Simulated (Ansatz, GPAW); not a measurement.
# Dielectric function and optical constants of In2S (model structure), part 2 of 2

Aim: the dielectric function of In2S (model structure), and the optical constants that follow from it. The structure is a model built here, which may or may not match a known phase. It was built so: All Tl replaced by In in the P-3m1 structure of Tl2S. The cell is first relaxed with Ansatz.

GPAW 26.7.0; DFT, revPBE, plane-wave PAW (GPAW data sets), scalar-relativistic, RPA, optical limit.

So far: The structure; Relaxation.

## Step 3: Ground state

First the ground state: is it a metal or has it a gap?

This step: DFT, revPBE, plane-wave PAW (GPAW data sets), scalar-relativistic, ground state (GPAW 26.7.0).

Contents of gs.py:

```python
from ase import Atoms
from ase.dft.bandgap import bandgap
from gpaw import GPAW, PW, FermiDirac

atoms = Atoms(['In', 'In', 'S'],
              cell=[[4.14043377, 0.00000000, 0.00000000],
                    [-2.07021689, 3.58572082, 0.00000000],
                    [0.00000000, 0.00000000, 5.77667499]],
              scaled_positions=[[0.66666667, 0.33333333, 0.28640303],
                                [0.33333333, 0.66666667, 0.71359697],
                                [0.00000000, 0.00000000, 1.00000000]],
              pbc=[True, True, True])
atoms.calc = GPAW(mode=PW(500), xc='revPBE', kpts={'size': (6, 6, 4), 'gamma': True},
                  occupations=FermiDirac(0.05), maxiter=150, txt='gs.txt')
print('energy (eV)', atoms.get_potential_energy())
print('Fermi level (eV)', atoms.calc.get_fermi_level())
print('valence electrons', atoms.calc.get_number_of_electrons())
print('gap (eV)', bandgap(atoms.calc, output=None)[0])
print('direct gap (eV)', bandgap(atoms.calc, direct=True, output=None)[0])
atoms.calc.write('gs.gpw')
```

Run with:

```bash
OMP_NUM_THREADS=1 python gs.py
```

Numbers of over 12 decimals in the logs are rounded to 6 here.

The program printed:

```text
__  _  _
 | _ |_)|_||  |
 |__||  | ||/\| - 26.7.0

Versions:
  Python: 3.12.14
  ASE:    3.29.0
  Numpy:  2.5.5
  Scipy:  1.18.1
  Libxc:  7.0.0

Input parameters:
  mode=PW(ecut=500.0),
  kpts=MonkhorstPack(size=(6, 6, 4), gamma=True),
  maxiter=150,
  occupations=Occupations(name='fermi-dirac', width=0.05, fixmagmom=False),
  xc=XC(name='revPBE')

Diagonalizing LCAO Hamiltonian
Converting LCAO to pw mode

       S
         In

             In

Atoms  # Å, Bohr magnetons
|   | symbol |         x |        y |        z |    initial magnetic moments |
| 0 |     In |  2.070217 | 1.195240 | 1.654457 | ( 0.0000,  0.0000,  0.0000) |
| 1 |     In | -0.000000 | 2.390481 | 4.122218 | ( 0.0000,  0.0000,  0.0000) |
| 2 |      S |  0.000000 | 0.000000 | 5.776675 | ( 0.0000,  0.0000,  0.0000) |

Unit cell  # Å
| periodic |         x |        y |        z |  lengths |     angles |
|      yes |  4.140434 | 0.000000 | 0.000000 | 4.140434 |  90.000000 |
|      yes | -2.070217 | 3.585721 | 0.000000 | 4.140434 |  90.000000 |
|      yes |  0.000000 | 0.000000 | 5.776675 | 5.776675 | 120.000000 |

Number of symmetries: 2
Symmetry operations  # r_c * U_cc + t_c -> r_c
|   | kind |            matrix            |
| 0 |  E   |  1, 0, 0,  0, 1, 0,  0, 0, 1 |
| 1 |  i   | -1, 0, 0,  0,-1, 0,  0, 0,-1 |

BZ-sampling:
  Number of BZ points: 144
  Number of IBZ points: 76

  Monkhorst-Pack size: [6, 6, 4]
  Monkhorst-Pack shift: [0.083333, 0.083333, 0.125]

K-points  # in reciprocal-cell coordinates
|     |                                coordinates |     weight |
|   0 | (  0.00000000,   0.00000000,   0.00000000) | 0.00694444 |
|   1 | (  0.00000000,   0.00000000,   0.25000000) | 0.01388889 |
|   2 | (  0.00000000,   0.00000000,   0.50000000) | 0.00694444 |
|   3 | (  0.00000000,   0.16666667,  -0.25000000) | 0.01388889 |
|   4 | (  0.00000000,   0.16666667,   0.00000000) | 0.01388889 |
|   5 | (  0.00000000,   0.16666667,   0.25000000) | 0.01388889 |
|   6 | (  0.00000000,   0.16666667,   0.50000000) | 0.01388889 |
|   7 | (  0.00000000,   0.33333333,  -0.25000000) | 0.01388889 |
|   8 | (  0.00000000,   0.33333333,   0.00000000) | 0.01388889 |
|   9 | (  0.00000000,   0.33333333,   0.25000000) | 0.01388889 |
| ... |                                            |            |
|  75 | (  0.50000000,   0.50000000,   0.50000000) | 0.00694444 |

Plane wave coefficients: 2194
Cutoff: 500.0 eV

Spin-components: 1 (collinear spins)
Bands:           22
Projectors:      17
Spin-degeneracy: 2
Datatype:        complex128

Parallelization:
  kpt:    1
  domain: 1
  band:   1

Density:
  Valence electrons: 32.0
  Components: 1
  Grid points: [24 24 30]
  Charge: 0.0  # |e|

Potential:
  Grid points: [24 24 30]

species:
  In:
    name:    Indium
    id:
    Z:       49.0
    valence: 13
    core:    36
    charge:  0.0  # [|e|]
    compensation charges:
      type: gauss
      rc: 0.36  # [Å]
      lmax: 2
    cutoffs:
      filter: 2.09  # [Å]
      core: 2.48  # [Å]
    projectors
    | kind |    occ | energy [eV] | rcut [Å] |
    |   5s |  2.000 |      -8.129 |    1.185 |
    |   5p |  1.000 |      -2.456 |    1.244 |
    |   4d | 10.000 |     -18.611 |    1.148 |
    |    s |        |      19.083 |    1.185 |
    |    p |        |      24.755 |    1.244 |
    |    d |        |       8.601 |    1.148 |

    Using partial waves for In as LCAO basis

  S:
    name:    Sulfur
    id:
    Z:       16.0
    valence: 6
    core:    10
    charge:  0.0  # [|e|]
    compensation charges:
      type: gauss
      rc: 0.24  # [Å]
      lmax: 2
    cutoffs:
      filter: 1.77  # [Å]
      core: 1.66  # [Å]
    projectors
    | kind |    occ | energy [eV] | rcut [Å] |
    |   3s |  2.000 |     -17.230 |    0.974 |
    |   3p |  4.000 |      -6.978 |    0.979 |
    |    s |        |       9.981 |    0.974 |
    |    p |        |      20.234 |    0.979 |
    |    d |        |       0.000 |    0.900 |

    Using partial waves for S as LCAO basis

Reference energy: -330823.819831  # eV

eigensolver:
  PPCG
  Converge bands: occupied
  niter=2

density mixing:
  MSR1-Mixer
  Pratt-step length: 0.05
  Maximum mixing coefficient: 0.75
  Old densities: 10
  SVD Regularization: 0.005
  Good broyden scale: 1.0
  Trust region scale: 1.0
  Backstep threshold: 4.0
  History deletion threshold: 6.0
  Fourier metric: weight=20.0, sigma=0.015

occupation numbers:
  Fermi-Dirac:
    width: 0.0500  # eV

poisson solver:
  ecut: 4000.0  # eV

xc functional:
  name: revPBE with 2 nearest neighbor stencil

convergence criteria:
- Maximum [total energy] change in last 3 cyles: 0.0005 eV / valence electron
- Maximum integral of absolute [dens]ity change: 0.0001 electrons / valence electron
- Maximum integral of absolute [eigenst]ate change: 4e-08 eV^2 / valence electron
maximum number of iterations: 150

SCF iterations
|iter     |      energy | eigst |  dens |
|iter:   1||  -10.015056 | -0.41 |       |
|iter:   2||   -9.910625 | -2.18 | -1.32 |
|iter:   3||   -9.616141 | -1.78 | -1.36 |
|iter:   4||   -9.617505 | -2.97 | -1.86 |
|iter:   5||   -9.618377c| -3.91 | -2.22 |
|iter:   6||   -9.618682c| -4.72 | -2.76 |
|iter:   7||   -9.618690c| -5.63 | -3.30 |
|iter:   8||   -9.618718c| -6.52 | -3.69 |
|iter:   9||   -9.618716c| -7.76c| -4.57c|

Converged in 9 steps
SCF loop duration: 49.500 s (5.500 s/step)
Energy contributions relative to reference atoms: (reference = -330823.819831)

Energy contributions:
  Kinetic:          29.458264
  Coulomb:         -29.173996
  Zero:              0.435831
  External:          0.000000
  Xc:              -10.333165
  Entropy:          -0.011302
  Spinorbit:         0.000000
  ----------------------------
  Free energy:      -9.624368
  Extrapolated:     -9.618716

dipole moment: (-6.656013, -11.528553, 18.572752)  # |e|*Ang

Fermi level: 5.427
Eigenvalues  # (at kpt = [0.000, 0.000, 0.000])
| band index |      eig [eV] | occ [0-2] |
|          0 |        -9.329 |     2.000 |
|        ... |               |           |
|          7 |        -9.210 |     2.000 |
|          8 |        -9.166 |     2.000 |
|          9 |        -9.166 |     2.000 |
|         10 |        -8.033 |     2.000 |
|         11 |        -0.720 |     2.000 |
|         12 |        -0.146 |     2.000 |
|         13 |         2.954 |     2.000 |
|         14 |         2.954 |     2.000 |
|         15 |         5.896 |     0.000 |
|         16 |         6.630 |     0.000 |
|         17 |         8.314 |     0.000 |
|         18 |         8.314 |     0.000 |
|         19 |        11.671 |     0.000 |
|         20 |        11.671 |     0.000 |
|         21 |        11.885 |     0.000 |

No gap
No difference between direct/indirect transitions

--- standard output ---
energy (eV) -9.618716
Fermi level (eV) 5.427102
valence electrons 32.0
gap (eV) 0.0
direct gap (eV) 0.0
```

Run time: 52 s. Hardware: 1 thread of Arm Neoverse V2, shared host; peak memory 0.24 GiB.

Numbers from this step:

| Item | Value |
| --- | --- |
| energy | -9.619 eV |
| Fermi energy | 5.427 eV |
| electrons | 32 |

There are states at the Fermi level within the smearing, so the occupations stay smeared and the carriers get a Drude term.

## Step 4: Bands for the response

The response needs many more empty bands than the density does.

This step: DFT, revPBE, plane-wave PAW (GPAW data sets), scalar-relativistic, bands at fixed density (GPAW 26.7.0).

Contents of nscf.py:

```python
from ase.dft.bandgap import bandgap
from gpaw import GPAW, FermiDirac

calc = GPAW('gs.gpw').fixed_density(kpts={'size': (12, 12, 12), 'gamma': True}, nbands=35, convergence={'bands': 29},
                                    occupations=FermiDirac(0.05), txt='nscf.txt')
print('gap (eV)', bandgap(calc, output=None)[0])
print('direct gap (eV)', bandgap(calc, direct=True, output=None)[0])
calc.write('full.gpw', mode='all')
```

Run with:

```bash
OMP_NUM_THREADS=1 python nscf.py
```

The program printed:

```text
Diagonalizing LCAO Hamiltonian
Converting LCAO to pw mode
convergence criteria:
- Maximum integral of absolute [eigenst]ate change: 4e-08 eV^2 / valence electron
maximum number of iterations: 150

SCF iterations
|iter     |      energy | eigst |  dens |
|iter:   1||             | +2.45 |       |
|iter:   2||             | +0.86 |       |
|iter:   3||             | -0.15 |       |
|iter:   4||             | -1.36 |       |
|iter:   5||             | -2.51 |       |
|iter:   6||             | -3.61 |       |
|iter:   7||             | -4.73 |       |
|iter:   8||             | -5.85 |       |
|iter:   9||             | -6.96 |       |
|iter:  10||             | -7.71c|       |
SCF steps: 10
  __  _  _
 | _ |_)|_||  |
 |__||  | ||/\| - 26.7.0

Versions:
  Python: 3.12.14
  ASE:    3.29.0
  Numpy:  2.5.5
  Scipy:  1.18.1
  Libxc:  7.0.0

Input parameters:
  mode=PW(ecut=500.0),
  convergence={'bands': 29},
  gpts=array([24, 24, 30]),
  kpts=MonkhorstPack(size=(12, 12, 12), gamma=True),
  maxiter=150,
  nbands=35,
  occupations=Occupations(name='fermi-dirac', width=0.05, fixmagmom=False),
  parallel={},
  xc=XC(name='revPBE')

--- standard output ---
gap (eV) 0.0
direct gap (eV) 0.0
```

Wall time 16 min (1 thread); peak memory 1.7 GiB.

## Step 5: Dielectric function, RPA

Local fields let the induced charge screen the field inside the cell, which as a rule lowers ε, most along directions where the density is uneven.

This step: DFT, revPBE, plane-wave PAW (GPAW data sets), scalar-relativistic, RPA, optical limit (GPAW 26.7.0).

Contents of df.py:

```python
from gpaw.response.df import DielectricFunction

df = DielectricFunction('full.gpw', frequencies={'type': 'nonlinear', 'domega0': 0.03, 'omega2': 8},
                        ecut=80,
                        eta=0.1,
                        nbands=29,
                        rate=0.2,
                        txt='df.txt')
for direction in ['x', 'z']:
    df.get_dielectric_function(xc='RPA', direction=direction, filename=f'df_{direction}.csv')
```

Run with:

```bash
OMP_NUM_THREADS=1 python df.py
```

The program printed:

```text
Using integrator: PointIntegrator
NonLinearFrequencyDescriptor(from 0.000 to 28.733 eV, 386 points)
Nonperiodic BCs:  [False False False]
Using integrator: PointIntegrator
NonLinearFrequencyDescriptor(from 0.000 to 28.733 eV, 386 points)
Nonperiodic BCs:  [False False False]
Using integrator: PointIntegrator

Calculating chi0 body with:
    Ground state adapter containing:
    Number of spins: 1
    Number of kpoints: 1728
    Number of irreducible kpoints: 868
    Number of completely occupied states: 15
    Number of partially occupied states: 19

    Linear response parametrization:
    q_c: [0.0, 0.0, 0.0]
    Number of frequency points: 386
    Planewave cutoff: 80.0
    Number of bands: 29
    Number of planewaves: 123
    Broadening (eta): 0.1

Integrating chi0 body.

Symmetries of q_c:
    Direct symmetries (Uq -> q): 2
    Indirect symmetries (TUq -> q): 0
In total 2 allowed symmetries.

868 groups of equivalent kpoints. 49.768519% reduction.

Integral kind: spectral function

Calculating chi0 optical extensions with:
    Ground state adapter containing:
    Number of spins: 1
    Number of kpoints: 1728
    Number of irreducible kpoints: 868
    Number of completely occupied states: 15
    Number of partially occupied states: 19

    Linear response parametrization:
    Number of frequency points: 386
    Planewave cutoff: 80.0
    Number of bands: 29
    Number of planewaves: 123
    Broadening (eta): 0.1
Integrating chi0 head and wings.

Symmetries of q_c:
    Direct symmetries (Uq -> q): 2
    Indirect symmetries (TUq -> q): 0
In total 2 allowed symmetries.

868 groups of equivalent kpoints. 49.768519% reduction.

Integral kind: spectral function wings

Calculating drude chi0 with:
    Number of frequency points:386
    Plasma frequency decay rate: 0.2 eV

    Ground state adapter containing:
    Number of spins: 1
    Number of kpoints: 1728
    Number of irreducible kpoints: 868
    Number of completely occupied states: 15
    Number of partially occupied states: 19

Symmetries of q_c:
    Direct symmetries (Uq -> q): 2
    Indirect symmetries (TUq -> q): 0
In total 2 allowed symmetries.

868 groups of equivalent kpoints. 49.768519% reduction.

Integral kind: intraband
Plasma frequency:
[[3.45+0.j 0.01+0.j 0.  +0.j]
 [0.01+0.j 3.45-0.j 0.  +0.j]
 [0.  +0.j 0.  +0.j 4.82+0.j]]
```

Elapsed: 3.5 min, on 1 thread; peak memory 0.69 GiB.

Some rows of df_x.csv (energy; Re and Im without local fields; Re and Im with them):

```text
0.000000, 317.278384, 0.000000, 315.193845, 0.000000
0.366838, -15.331644, 60.045237, -17.581517, 59.846758
0.747880, -0.540355, 19.667493, -2.411216, 18.871957
1.143969, 10.621659, 11.410610, 8.374212, 10.402964
1.556014, 11.588618, 13.732235, 9.442058, 12.284622
1.984998, 10.664924, 14.040921, 8.563844, 12.028613
2.431988, 8.459510, 23.226133, 8.185615, 18.842355
2.898142, -2.102039, 17.535223, -0.813791, 15.429133
3.384719, -3.587235, 12.133267, -2.605282, 11.271878
3.893091, -3.096096, 10.128776, -2.428539, 9.366294
4.424758, -4.812464, 6.545600, -4.493066, 6.280152
4.981356, -2.563970, 4.518511, -2.581581, 3.946200
5.564682, -2.128623, 4.376161, -1.919321, 3.635050
6.176709, -2.284130, 3.952902, -1.794921, 3.335051
6.819608, -2.212210, 3.229956, -1.561183, 2.742144
7.495775, -1.884139, 2.315247, -1.310720, 2.052601
8.207861, -1.504262, 1.837456, -0.984873, 1.687056
8.958808, -1.313278, 1.212247, -1.016784, 1.217639
9.751884, -0.955239, 1.012255, -0.665684, 0.983278
```

Sum at mesh points, not converged in k. The Im ε by photon energy; read off at these points:

| photon energy (eV) | E ∥ x | E ∥ z |
| --- | --- | --- |
| 1.00 | 8.77 | 19.0 |
| 1.50 | 12.6 | 23.0 |
| 1.80 | 14.1 | 14.0 |
| 2.00 | 12.1 | 13.8 |
| 2.50 | 19.9 | 21.0 |
| 2.62 | 18.6 | 21.8 |
| 3.00 | 14.4 | 15.5 |
| 3.50 | 10.2 | 9.08 |
| 4.00 | 9.11 | 5.59 |
| 4.50 | 5.74 | 3.98 |
| 5.00 | 3.93 | 3.17 |
| 5.50 | 3.70 | 3.06 |
| 6.00 | 3.41 | 2.91 |
| 6.50 | 2.97 | 3.27 |
| 7.00 | 2.52 | 2.40 |
| 7.50 | 2.05 | 2.04 |
| 8.00 | 1.74 | 1.45 |
| 8.50 | 1.61 | 1.30 |
| 9.00 | 1.19 | 0.768 |
| 9.50 | 1.02 | 0.593 |
| 10.00 | 0.809 | 0.617 |
| 10.50 | 0.739 | 0.536 |

Values under 1 per cm are given as 1; sum at mesh points, not converged in k. The absorption coefficient by photon energy:

| photon energy (eV) | E ∥ x (1/cm) | E ∥ z (1/cm) |
| --- | --- | --- |
| 0.7479 | 2.5e5 | 3.8e5 |
| 1.0102 | 1.6e5 | 3.5e5 |
| 1.2454 | 1.9e5 | 3.7e5 |
| 1.4862 | 2.6e5 | 5.1e5 |
| 1.7326 | 3.1e5 | 4.7e5 |
| 1.9850 | 3.5e5 | 4.5e5 |
| 2.2435 | 4.7e5 | 5.9e5 |
| 2.5083 | 7.1e5 | 7.8e5 |
| 2.7405 | 8.1e5 | 9.9e5 |
| 3.0178 | 8.8e5 | 1.1e6 |
| 3.2611 | 8.8e5 | 1.1e6 |
| 3.5097 | 9.2e5 | 1.1e6 |
| 3.7639 | 9.2e5 | 1.0e6 |
| 3.9800 | 1.0e6 | 1.0e6 |
| 4.2448 | 1.1e6 | 1.0e6 |
| 4.5157 | 1.1e6 | 1.0e6 |
| 4.7463 | 1.1e6 | 9.6e5 |
| 4.9814 | 9.6e5 | 8.6e5 |
| 5.2696 | 9.7e5 | 9.2e5 |
| 5.5150 | 9.8e5 | 9.1e5 |
| 5.7654 | 9.8e5 | 9.1e5 |
| 6.0209 | 1.0e6 | 9.5e5 |
| 6.2291 | 1.0e6 | 9.3e5 |
| 6.4942 | 1.1e6 | 1.0e6 |
| 6.7648 | 1.0e6 | 1.1e6 |
| 6.9854 | 1.1e6 | 1.1e6 |
| 7.2665 | 1.0e6 | 1.1e6 |
| 7.4958 | 1.0e6 | 1.1e6 |
| 7.7290 | 1.0e6 | 1.1e6 |
| 8.0263 | 1.0e6 | 1.1e6 |
| 8.2689 | 1.0e6 | 1.1e6 |
| 8.5159 | 1.1e6 | 1.1e6 |
| 8.7673 | 1.1e6 | 1.1e6 |
| 9.0232 | 1.0e6 | 1.0e6 |
| 9.2183 | 9.8e5 | 9.5e5 |
| 9.4826 | 9.1e5 | 8.4e5 |
| 9.7519 | 9.5e5 | 8.0e5 |
| 10.0262 | 8.7e5 | 8.0e5 |
| 10.2354 | 8.8e5 | 7.7e5 |
| 10.5190 | 8.1e5 | 7.1e5 |

Sum at mesh points, not converged in k. The Im ε, E ∥ x by photon energy; read off at these points:

| photon energy (eV) | without local fields | with local fields |
| --- | --- | --- |
| 0.750 | 19.5 | 18.8 |
| 1.000 | 9.30 | 8.77 |
| 1.250 | 10.9 | 9.90 |
| 1.500 | 14.1 | 12.6 |
| 1.750 | 15.5 | 13.5 |
| 1.804 | 16.1 | 14.1 |
| 2.000 | 14.2 | 12.1 |
| 2.250 | 18.2 | 15.0 |
| 2.500 | 23.8 | 19.9 |
| 2.750 | 19.2 | 16.8 |
| 3.000 | 15.9 | 14.4 |
| 3.250 | 13.0 | 11.9 |
| 3.500 | 10.8 | 10.2 |
| 3.750 | 10.2 | 9.35 |
| 4.000 | 9.77 | 9.11 |
| 4.250 | 8.50 | 8.17 |
| 4.500 | 6.06 | 5.74 |
| 4.750 | 5.06 | 4.76 |
| 5.000 | 4.52 | 3.93 |
| 5.250 | 4.70 | 3.99 |
| 5.500 | 4.41 | 3.70 |
| 5.750 | 4.22 | 3.48 |
| 6.000 | 4.18 | 3.41 |
| 6.250 | 3.78 | 3.18 |
| 6.500 | 3.58 | 2.97 |
| 6.750 | 3.24 | 2.72 |
| 7.000 | 2.82 | 2.52 |
| 7.250 | 2.42 | 2.10 |
| 7.500 | 2.31 | 2.05 |
| 7.750 | 2.14 | 1.96 |
| 8.000 | 1.87 | 1.74 |
| 8.250 | 1.87 | 1.73 |
| 8.500 | 1.54 | 1.61 |
| 8.750 | 1.35 | 1.37 |
| 9.000 | 1.18 | 1.19 |
| 9.250 | 1.08 | 1.02 |
| 9.500 | 1.14 | 1.02 |
| 9.750 | 1.01 | 0.984 |
| 10.000 | 0.896 | 0.809 |
| 10.250 | 0.888 | 0.816 |
| 10.500 | 0.827 | 0.739 |

Sum at mesh points, not converged in k. Loss function −Im 1/ε at q → 0 against energy loss; read off at these points:

| energy loss (eV) | E ∥ x | E ∥ z |
| --- | --- | --- |
| 0.75 | 0.0525 | 0.0242 |
| 1.00 | 0.0858 | 0.0500 |
| 1.25 | 0.0584 | 0.0469 |
| 1.50 | 0.0479 | 0.0435 |
| 1.75 | 0.0470 | 0.0688 |
| 2.00 | 0.0540 | 0.0650 |
| 2.25 | 0.0488 | 0.0545 |
| 2.50 | 0.0466 | 0.0469 |
| 2.75 | 0.0594 | 0.0478 |
| 3.00 | 0.0682 | 0.0524 |
| 3.25 | 0.0816 | 0.0626 |
| 3.50 | 0.0908 | 0.0681 |
| 3.75 | 0.102 | 0.0847 |
| 4.00 | 0.0996 | 0.0980 |
| 4.25 | 0.0963 | 0.110 |
| 4.50 | 0.113 | 0.125 |
| 4.75 | 0.130 | 0.148 |
| 5.00 | 0.179 | 0.221 |
| 5.25 | 0.197 | 0.215 |
| 5.50 | 0.210 | 0.242 |
| 5.75 | 0.230 | 0.264 |
| 6.00 | 0.241 | 0.262 |
| 6.25 | 0.240 | 0.294 |
| 6.50 | 0.252 | 0.261 |
| 6.75 | 0.279 | 0.234 |
| 7.00 | 0.270 | 0.245 |
| 7.25 | 0.330 | 0.274 |
| 7.50 | 0.347 | 0.290 |
| 7.75 | 0.363 | 0.289 |
| 8.00 | 0.393 | 0.335 |
| 8.25 | 0.441 | 0.357 |
| 8.50 | 0.392 | 0.360 |
| 8.75 | 0.442 | 0.347 |
| 9.00 | 0.491 | 0.417 |
| 9.25 | 0.591 | 0.509 |
| 9.50 | 0.714 | 0.767 |
| 9.75 | 0.697 | 0.960 |
| 10.00 | 0.848 | 1.00 |
| 10.25 | 0.921 | 1.19 |
| 10.50 | 1.11 | 1.47 |

The reflectivity at normal incidence has structure finer than the step of the table below, so its rows give means over 0.5 eV, whole bins alone (the curve runs from 0.619 to 10.6 eV). Peaks (eV: height): E ∥ x 3.02: 51.2, 4.38: 55.0, 7.10: 43.9, 9.09: 42.1, 9.89: 37.9; E ∥ z 1.52: 56.7, 3.64: 63.6, 9.15: 55.8.

Sum at mesh points, not converged in k. The reflectivity at normal incidence by photon energy; means over each step:

| photon energy (eV) | E ∥ x (%) | E ∥ z (%) |
| --- | --- | --- |
| 1.0 | 40.3 | 59.0 |
| 1.5 | 39.1 | 52.7 |
| 2.0 | 41.5 | 45.0 |
| 2.5 | 48.5 | 52.6 |
| 3.0 | 50.4 | 60.8 |
| 3.5 | 48.5 | 61.8 |
| 4.0 | 48.9 | 58.5 |
| 4.5 | 53.7 | 57.5 |
| 5.0 | 47.4 | 47.2 |
| 5.5 | 42.2 | 42.2 |
| 6.0 | 40.1 | 38.6 |
| 6.5 | 40.9 | 37.6 |
| 7.0 | 41.8 | 45.5 |
| 7.5 | 39.1 | 46.0 |
| 8.0 | 38.3 | 47.4 |
| 8.5 | 39.4 | 49.6 |
| 9.0 | 41.5 | 55.1 |
| 9.5 | 36.4 | 47.7 |
| 10.0 | 35.4 | 39.2 |

At chosen wavelengths:

| wavelength (nm) | n x | k x | R (%) x | 1/α x | n z | k z | R (%) z | 1/α z |
| --- | --- | --- | --- | --- | --- | --- | --- | --- |
| 1550 | 2.64 | 3.007 | 52.6 | 41 nm | 3.49 | 5.043 | 69.4 | 24 nm |
| 1064 | 3.29 | 1.593 | 37.1 | 53 nm | 3.35 | 2.818 | 50.1 | 30 nm |
| 800 | 3.54 | 1.743 | 40.1 | 37 nm | 3.00 | 3.413 | 56.6 | 19 nm |
| 532 | 3.74 | 2.145 | 44.7 | 20 nm | 3.39 | 2.605 | 47.9 | 16 nm |
| 405 | 2.39 | 2.828 | 51.0 | 11 nm | 2.05 | 3.493 | 61.9 | 9.2 nm |
| 248 | 1.03 | 1.901 | 46.6 | 10 nm | 0.93 | 1.713 | 44.2 | 12 nm |
| 193 | 0.94 | 1.610 | 40.7 | 9.5 nm | 1.05 | 1.528 | 35.8 | 10 nm |

A polished face would reflect 46 % of daylight and look faintly blue (CIE x = 0.292, y = 0.309 under D65).

## Step 6: Results

In words: At this level (revPBE, RPA) In2S is a metal. The mesh is too coarse to trust the carriers' weight, the reflectivity or the colour to better than tens of per cent. The cell grew by 3.8 % in volume. A polished face would reflect 46 % of daylight and look faintly blue (CIE x = 0.292, y = 0.309 under D65). The carriers' damping of 0.2 eV is typed, not computed; it shapes the response at the lowest energies. Spin-orbit coupling is left out although heavy atoms are present. The curves end at 11 eV, about where the summed bands run out. GPAW's carrier term has the form −ωp²/(ω + i·rate)², which damps like twice the rate and fails at low energy, so the curves leave the lowest energies out. The sum runs over mesh points 0.15 Å⁻¹ apart with no interpolation, so peaks are partly noise of the mesh, and the Drude plasma energy, a sum over the Fermi surface, isn't converged.

[Machine, clock and banner lines and Python warnings are left out of the logs.]

[Logs are printed without paths, hosts, clocks, repeated set-up lines and the standing remarks that a program may print on its own settings, such as how far it seeks lower states.]

[Hosts, paths, dates, database ids (printed as entryN), source tags and the programs' standing remarks are cut or masked in the printed files.]
